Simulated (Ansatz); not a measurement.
# Sc3B4Os: relaxing a made-up structure, part 2 of 2

Starting from a made-up structure for Sc3B4Os, the aim is the relaxed cell, its shortest contacts and, where a second run follows, its electronic structure.

Ansatz 0.2.0; DFT, PBE, plane-wave PAW, files of the set soft_1, scalar-relativistic, no spin, cell and ions relaxed at zero pressure; PAW set soft_1 (the session's first sound run).

So far: The starting structure; Relaxation of the guess. The relaxed cell has a, b, c = 3.535, 4.857, 12.391 Å (conventional setting).

## (3) Bands of the relaxed cell

A second self-consistent run takes a narrower smearing and the mesh shown in its input; the bands follow along the standard path of the relaxed lattice.

This step: DFT, PBE, plane-wave PAW, files of the set soft_1, scalar-relativistic, no spin, bands and density of states at the relaxed cell; PAW set soft_1 (Ansatz 0.2.0).

The input, input.yaml:

```yaml
crystal:
  lattice:
    - [-1.7676818693, 2.4283879065, 6.1956643775]
    - [1.7676818693, -2.4283879065, 6.1956643775]
    - [1.7676818693, 2.4283879065, -6.1956643775]
  atoms:
    - { symbol: Os, position: [0.0, 0.5, 0.5] }
    - { symbol: Sc, position: [0.8133449236, 0.8133449236, 0.0] }
    - { symbol: Sc, position: [0.1866550764, 0.1866550764, 0.0] }
    - { symbol: Sc, position: [0.5, 0.0, 0.5] }
    - { symbol: B, position: [0.7896681834, 0.6226959773, 0.1669722061] }
    - { symbol: B, position: [0.4557237712, 0.6226959773, 0.8330277939] }
    - { symbol: B, position: [0.2103318166, 0.3773040227, 0.8330277939] }
    - { symbol: B, position: [0.5442762288, 0.3773040227, 0.1669722061] }
kpoints:
  mp_grid: { grid: [10, 10, 10] }
  band_path:
    path:
      - [[0.0, 0.0, 0.0], [-0.27035038, 0.27035038, 0.27035038], [-0.48194426, 0.48194426, 0.05875649], [-0.5, 0.5, 0.0], [-0.75, 0.25, 0.25], [-0.5, 0.0, 0.5], [-0.72964962, -0.27035038, 0.72964962], [-0.5, -0.5, 0.5], [0.0, 0.0, 0.0], [-0.28840611, 0.28840611, -0.28840611], [-0.5, 0.0, 0.0], [-0.75, 0.25, 0.25]]
      - [[-0.51805574, 0.51805574, -0.05875649], [-0.28840611, 0.28840611, -0.28840611]]
      - [[-0.71159389, -0.28840611, 0.28840611], [-0.5, -0.5, 0.5]]
    npoints: 6
scf:
  occupations: { method: fermi_dirac, width: 0.03 }
  n_extra_bands: 12
hamiltonian:
  xc: pbe
  pseudopotentials: { kind: paw, azcp: { folder: soft_1 } }
output:
  forces: true
  stress: true
  write_bands: true
  dos: { projected: true }
  write_density: true
  write_potential: true
  elf: true
  volumetric_format: npy
```

Started as:

```
ansatz run input.yaml --threads 4 --pin off --max-ram 10240MiB --backend cpu --events-out ev --progress --plain --runs-dir out
```

Numbers of over 12 decimals in the logs are rounded to 6 here.

Output:

```text
[...]
Crystal: 8 atoms, lattice volume = 106.382 Å³
Basis set: ecut = 420 eV, 2073 PW (Γ), FFT grids on a1−a2, a2, a2+a3, exchange–correlation on 90×96×48 points (8 copies of the dense FFT grid, shifted against one another)
Bands: 43, of which v1, the nominal top of the filled ones, is band 31 counted from 1 (30 counted from 0)
Symmetry: 8 space group operations
[...]
k-points: 171 of 1000
[...]
SCF iter   1: F=—  HF=-18429.210491 eV  |F-HF|=—  |Δ(HF+E_count)|=         —  Δρ=1.57e-1  dr2=6.93e1  ethr=3.10e-3  ⟨swp⟩=4.7  Hψ=23156  notcnv=0  defer=28
[...]
SCF iter   9: F=-18420.015679 eV  HF=-18420.015679 eV  |F-HF|=2.11e-8  |Δ(HF+E_count)|=   1.61e-7  Δρ=5.21e-6  dr2=4.23e-8  ethr=1.64e-10  ⟨swp⟩=15.4  Hψ=50086  notcnv=0
SCF 1 converged in 9 iterations: F = -18420.015679 eV  dr2 = 4.23e-8
[...]
NSCF: frozen V_eff on 81 k-points
SCF converged after 9 iterations
Free energy (F): -18420.015679 eV
[...]
Internal energy: -18419.996693 eV  (E = F + TS)
E sigma→0 (E₀):  -18420.006186 eV
Entropy (-TS):   -0.018986 eV (-2.373 meV/atom)
Fermi energy:    11.896703 eV
[...]
--- Forces (eV/Å), atoms counted from 1 ---
  atom   1  Os     0.00000000     0.00000000     0.00000000
  atom   2  Sc     0.00000000     0.00000000    -0.00648830
  atom   3  Sc     0.00000000     0.00000000     0.00648830
  atom   4  Sc     0.00000000     0.00000000     0.00000000
  atom   5  B      0.00000000    -0.00946430     0.00076779
  atom   6  B      0.00000000     0.00946430     0.00076779
  atom   7  B      0.00000000     0.00946430    -0.00076779
  atom   8  B      0.00000000    -0.00946430    -0.00076779
  max |Σ_I F_I| component: 0.00e0 eV/Å
--- Stress (GPa, compression-positive) ---
       -0.006531       0.000000       0.000000
        0.000000      -0.042115       0.000000
        0.000000       0.000000      -0.000261
  P = ⅓ Tr σ = -0.0163 GPa (-0.163 kbar)
--- Band table (eV; the first three rows and the last of 171) ---
  k-point 0: bands = [... 27 lower, 11.2153, 11.4022, 11.4838, 11.8116, 13.3254, 13.4998, 13.7767, 13.9168, ... 8 higher]
  k-point 1: bands = [... 27 lower, 10.9809, 11.2707, 11.6402, 11.6731, 13.0439, 13.2697, 13.5215, 13.9744, ... 8 higher]
  k-point 2: bands = [... 27 lower, 10.6102, 10.9713, 11.2453, 11.8268, 12.6443, 13.0126, 13.5194, 14.2400, ... 8 higher]
  k-point 170: bands = [... 27 lower, 11.6453, 11.8242, 12.1143, 12.1697, 12.5502, 12.7302, 12.7753, 14.3773, ... 8 higher]
```

Run time: 38 s. Hardware: 4 threads of Arm Neoverse N1, shared host; peak memory 0.85 GiB.

The column dr2 measures how far the density is from self-consistency, as an energy; F and HF (Harris–Foulkes) agree once it is small.

This step gave:

```
free energy             : -18420.0157 eV
energy at zero smearing : -18420.0062 eV
smearing term TS        : 0.01899 eV
pressure                : -0.01630 GPa
```

From bands.tsv, the bands that come nearest the Fermi level along the path, at its corners, in eV from the Fermi level:

```tsv
point	band 27	band 28	band 29	band 30	band 31	band 32	band 33	band 34
Γ	-0.69	-0.68	-0.49	-0.41	-0.09	1.43	1.60	1.88
X	-1.49	-0.74	-0.63	-0.62	-0.45	-0.36	0.27	0.92
L	-1.68	-1.50	-1.06	-0.89	0.16	0.38	0.49	0.84
T	-1.56	-1.51	-1.02	-0.79	0.12	0.26	0.60	0.75
W	-2.01	-1.49	-0.83	-0.79	-0.01	0.14	0.83	0.88
R	-1.50	-1.03	-0.67	-0.52	-0.49	-0.26	0.29	0.89
X1	-1.49	-0.74	-0.63	-0.62	-0.45	-0.36	0.27	0.92
Z	-0.98	-0.25	-0.07	0.22	0.27	0.65	0.83	0.88
Γ	-0.69	-0.68	-0.49	-0.41	-0.09	1.43	1.60	1.88
Y	-1.33	-1.02	-0.68	-0.38	0.51	0.56	0.86	1.58
S	-1.55	-0.92	-0.84	0.08	0.33	0.64	0.70	1.29
W	-2.01	-1.49	-0.83	-0.79	-0.01	0.14	0.83	0.88
L1	-1.68	-1.50	-1.06	-0.89	0.16	0.38	0.49	0.84
Y	-1.33	-1.02	-0.68	-0.38	0.51	0.56	0.86	1.58
Y1	-1.33	-1.02	-0.68	-0.38	0.51	0.56	0.86	1.58
Z	-0.98	-0.25	-0.07	0.22	0.27	0.65	0.83	0.88
```

States per cell as run, both spins, in windows of 1 eV, from dos.tsv (zero at the Fermi level):

```
from  to  total
  -8  -7   0.58
  -7  -6   0.87
  -6  -5   2.18
  -5  -4   2.21
  -4  -3   5.15
  -3  -2   5.50
  -2  -1   4.22
  -1   0   4.68
   0   1   4.53
   1   2   2.86
   2   3   4.80
   3   4   6.80
```

A further 35.6 states lie below the table's range.

Electrostatic potential energy in the bc plane of the conventional cell at fractional x = 0.000, with atoms of Os and Sc and B within 0.2 Å of it. With pseudopotentials it is smooth inside the atoms' cores, unlike the true potential.

Values in eV, 24 rows by 14 columns, each cell a mean:
```
 15  15  14  11   2 -18 -37 -40 -28  -6   8  13  15  15
 12  13  13  13  10   3  -5  -7  -1   7  12  13  13  13
 -2   2   8  12  13  12  12  11  12  13  12  10   6  -1
-36 -25  -5   8  13  15  15  15  15  14  11   3 -15 -33
-46 -35 -11   6  13  15  15  15  15  14  10  -1 -24 -44
-24 -14   1  10  14  15  15  15  15  14  12   6  -7 -21
  6   8  10  13  14  14  14  14  14  14  14  12   9   6
  9   4  -2   3  11  14  14  14  14  13   7  -1   0   8
  0 -22 -28 -24  -1  12  14  14  13   8 -14 -28 -27 -10
  2 -17 -26 -20   1   9   8   7   9   7 -11 -25 -24  -6
 12   8   5   6   4 -12 -30 -33 -22  -1   6   5   6  11
 14  14  14  10  -6 -39 -47 -47 -46 -22   6  13  14  14
 14  13  13  10  -3 -34 -47 -47 -43 -17   7  12  13  14
  9   2  -5  -1   5  -1 -14 -17  -8   4   3  -4  -3   7
 -1 -23 -29 -25  -2  10  11  11  11   6 -16 -29 -28 -11
  3 -15 -24 -17   3  12  14  14  14   9  -8 -23 -21  -4
 10   8   7   9  13  14  14  14  14  14  11   7   7  10
 -1   3   9  12  14  15  14  14  14  14  13  11   6   0
-35 -23  -4   9  13  15  15  15  15  14  11   3 -14 -32
-46 -36 -11   6  13  15  15  15  15  14  10  -1 -25 -44
-26 -15   0   9  13  14  15  15  15  14  12   6  -8 -22
  5   8  11  12  12  11   9   8  10  12  13  12   9   6
 14  14  14  12   7  -3 -16 -19 -10   3  11  13  14  14
 15  15  14  11   0 -23 -42 -45 -34 -10   7  13  15  15
```
Columns run along b (4.9 Å; values clipped at the 3rd and 97th percentile), rows up along c (12.4 Å), edges of the conventional cell, whose origin can differ from the input's. Atoms in or near the plane, at fractional coordinates: Os at (0.50, 0.50), Sc at (0.00, 0.81), Sc at (0.00, 0.19), Sc at (0.50, 0.00), B at (0.17, 0.62), B at (0.83, 0.62), B at (0.83, 0.38), B at (0.17, 0.38).

Valence density in the bc plane of the conventional cell at fractional x = 0.000, with atoms of Os and Sc and B within 0.2 Å of it. It is the smooth field of the valence electrons, not physical close to the nuclei.

Values in e/Å³, 24 rows by 14 columns, each cell a mean:
```
0.2 0.2 0.1 0.1 0.4 2.0 5.3 6.2 3.6 0.9 0.2 0.1 0.2 0.2
0.2 0.1 0.1 0.1 0.1 0.3 0.8 0.9 0.5 0.2 0.1 0.1 0.1 0.2
0.7 0.4 0.2 0.1 0.1 0.1 0.1 0.1 0.1 0.1 0.1 0.1 0.3 0.6
5.3 3.0 0.7 0.2 0.1 0.1 0.1 0.1 0.1 0.1 0.1 0.3 1.7 4.5
8.0 4.9 1.2 0.2 0.1 0.1 0.1 0.1 0.1 0.1 0.1 0.4 2.8 7.0
3.1 1.7 0.4 0.1 0.1 0.1 0.1 0.1 0.1 0.1 0.1 0.2 0.9 2.6
0.4 0.3 0.3 0.2 0.2 0.1 0.1 0.1 0.1 0.1 0.2 0.2 0.3 0.3
0.5 0.5 0.5 0.5 0.3 0.2 0.1 0.1 0.2 0.3 0.4 0.5 0.5 0.5
0.9 0.8 0.5 0.7 0.6 0.3 0.2 0.2 0.3 0.5 0.7 0.6 0.7 0.9
0.8 0.8 0.6 0.7 0.7 0.5 0.4 0.4 0.5 0.6 0.7 0.6 0.7 0.8
0.4 0.4 0.5 0.5 0.7 1.3 2.7 3.1 1.9 0.8 0.6 0.5 0.4 0.4
0.2 0.2 0.3 0.4 1.0 3.8 7.3 8.0 5.7 2.0 0.5 0.3 0.2 0.2
0.2 0.2 0.3 0.4 0.9 3.0 6.2 6.9 4.6 1.6 0.5 0.3 0.3 0.2
0.5 0.5 0.6 0.6 0.6 0.8 1.4 1.7 1.1 0.7 0.6 0.6 0.6 0.5
0.9 0.8 0.5 0.7 0.7 0.4 0.3 0.3 0.4 0.5 0.7 0.6 0.7 0.9
0.8 0.7 0.6 0.6 0.5 0.3 0.2 0.2 0.2 0.4 0.6 0.6 0.7 0.8
0.4 0.4 0.4 0.4 0.3 0.2 0.1 0.1 0.1 0.2 0.3 0.4 0.4 0.4
0.7 0.4 0.2 0.2 0.1 0.1 0.1 0.1 0.1 0.1 0.2 0.2 0.3 0.6
5.0 2.8 0.7 0.2 0.1 0.1 0.1 0.1 0.1 0.1 0.1 0.3 1.6 4.3
8.1 4.9 1.2 0.2 0.1 0.1 0.1 0.1 0.1 0.1 0.1 0.4 2.8 7.1
3.3 1.8 0.4 0.1 0.1 0.1 0.1 0.1 0.1 0.1 0.1 0.2 1.0 2.8
0.3 0.2 0.1 0.1 0.1 0.1 0.1 0.2 0.1 0.1 0.1 0.1 0.2 0.3
0.2 0.1 0.1 0.1 0.2 0.6 1.8 2.2 1.1 0.3 0.1 0.1 0.1 0.2
0.2 0.2 0.1 0.2 0.5 2.7 6.7 7.7 4.7 1.1 0.2 0.1 0.2 0.2
```
Columns run along b (4.9 Å), rows up along c (12.4 Å), edges of the conventional cell, whose origin can differ from the input's. Atoms in or near the plane, at fractional coordinates: Os at (0.50, 0.50), Sc at (0.00, 0.81), Sc at (0.00, 0.19), Sc at (0.50, 0.00), B at (0.17, 0.62), B at (0.83, 0.62), B at (0.83, 0.38), B at (0.17, 0.38).

ELF in the bc plane of the conventional cell at fractional x = 0.000, with atoms of Os and Sc and B within 0.2 Å of it. It is the smooth field of the valence electrons, not physical close to the nuclei.

Values, 24 rows by 14 columns, each cell a mean:
```
0.43 0.41 0.32 0.14 0.19 0.55 0.53 0.43 0.57 0.37 0.12 0.24 0.38 0.42
0.22 0.24 0.25 0.18 0.09 0.16 0.32 0.36 0.25 0.11 0.13 0.22 0.25 0.23
0.31 0.21 0.11 0.12 0.14 0.11 0.09 0.08 0.10 0.12 0.13 0.11 0.17 0.28
0.52 0.60 0.32 0.07 0.11 0.16 0.16 0.15 0.16 0.14 0.08 0.16 0.50 0.56
0.26 0.57 0.43 0.09 0.09 0.15 0.15 0.15 0.16 0.12 0.07 0.23 0.59 0.42
0.52 0.48 0.26 0.16 0.23 0.20 0.12 0.11 0.17 0.24 0.19 0.16 0.38 0.53
0.27 0.30 0.42 0.58 0.61 0.41 0.16 0.11 0.28 0.54 0.62 0.50 0.34 0.28
0.67 0.62 0.61 0.73 0.79 0.61 0.29 0.21 0.45 0.73 0.77 0.66 0.61 0.67
0.83 0.47 0.14 0.38 0.73 0.68 0.42 0.34 0.56 0.75 0.58 0.19 0.25 0.72
0.83 0.53 0.22 0.45 0.68 0.52 0.34 0.30 0.41 0.65 0.62 0.28 0.31 0.73
0.63 0.59 0.58 0.60 0.46 0.36 0.43 0.47 0.38 0.38 0.55 0.61 0.57 0.61
0.22 0.29 0.39 0.37 0.35 0.52 0.55 0.51 0.57 0.42 0.33 0.40 0.34 0.24
0.33 0.38 0.46 0.43 0.34 0.47 0.56 0.54 0.52 0.39 0.38 0.47 0.43 0.35
0.73 0.61 0.53 0.63 0.55 0.36 0.36 0.38 0.35 0.45 0.62 0.56 0.56 0.70
0.84 0.46 0.11 0.36 0.71 0.61 0.38 0.33 0.49 0.70 0.56 0.16 0.22 0.73
0.81 0.55 0.29 0.49 0.75 0.67 0.39 0.31 0.54 0.76 0.66 0.34 0.37 0.72
0.53 0.57 0.65 0.75 0.76 0.55 0.24 0.16 0.40 0.70 0.78 0.70 0.59 0.54
0.30 0.26 0.28 0.42 0.49 0.34 0.14 0.10 0.22 0.43 0.47 0.34 0.27 0.29
0.50 0.57 0.32 0.10 0.16 0.18 0.13 0.12 0.15 0.17 0.12 0.18 0.49 0.54
0.25 0.57 0.44 0.09 0.09 0.15 0.16 0.15 0.16 0.12 0.06 0.23 0.60 0.42
0.56 0.51 0.23 0.08 0.12 0.15 0.14 0.13 0.15 0.14 0.09 0.11 0.39 0.56
0.19 0.16 0.14 0.15 0.12 0.09 0.10 0.10 0.08 0.10 0.15 0.14 0.13 0.17
0.31 0.32 0.29 0.17 0.11 0.30 0.47 0.50 0.40 0.16 0.11 0.24 0.32 0.31
0.45 0.42 0.32 0.14 0.25 0.60 0.42 0.28 0.59 0.45 0.12 0.23 0.39 0.44
```
Columns run along b (4.9 Å), rows up along c (12.4 Å), edges of the conventional cell, whose origin can differ from the input's. Atoms in or near the plane, at fractional coordinates: Os at (0.50, 0.50), Sc at (0.00, 0.81), Sc at (0.00, 0.19), Sc at (0.50, 0.00), B at (0.17, 0.62), B at (0.83, 0.62), B at (0.83, 0.38), B at (0.17, 0.38).

## (4) What came out

| Quantity | Value |
| --- | --- |
| space group, relaxed | Immm |
| conventional cell | a = 3.535, b = 4.857, c = 12.391 Å; α = 90.0°, β = 90.0°, γ = 90.0° |
| volume per atom | 13.30 Å³ (guess 10.80) |

In words: Sc3B4Os relaxes to Immm with a = 3.535, b = 4.857 and c = 12.391 Å. The guessed volume was 19 % too small. The space group Immm was held in the relaxation, so the end point is a stationary structure within it and may be a saddle against distortions or other arrangements. Bands cross the Fermi level, so it is a metal or semimetal at this level. The electron count is odd, which forces that without spin polarisation or a larger cell. On the 10×10×10 mesh with the narrower smearing (relaxed on 10×10×10) the largest force component is 0.009 eV/Å and the largest stress component is 0.042 GPa, within the relaxation's thresholds of 0.015 eV/Å and 0.05 GPa. The cutoff wasn't tested. Spin-orbit coupling is left out, which can matter for elements this heavy. No dispersion term is used, so weakly bound directions may come out too long. The runs have no spin, and magnetism wasn't tested. Nothing here tests whether the compound is stable against decomposition.

[Logs are printed without paths, hosts, clocks, repeated set-up lines and the standing remarks that a program may print on its own settings, such as how far it seeks lower states.]

[Hosts, paths, dates, database ids (printed as entryN), source tags and the programs' standing remarks are cut or masked in the printed files.]
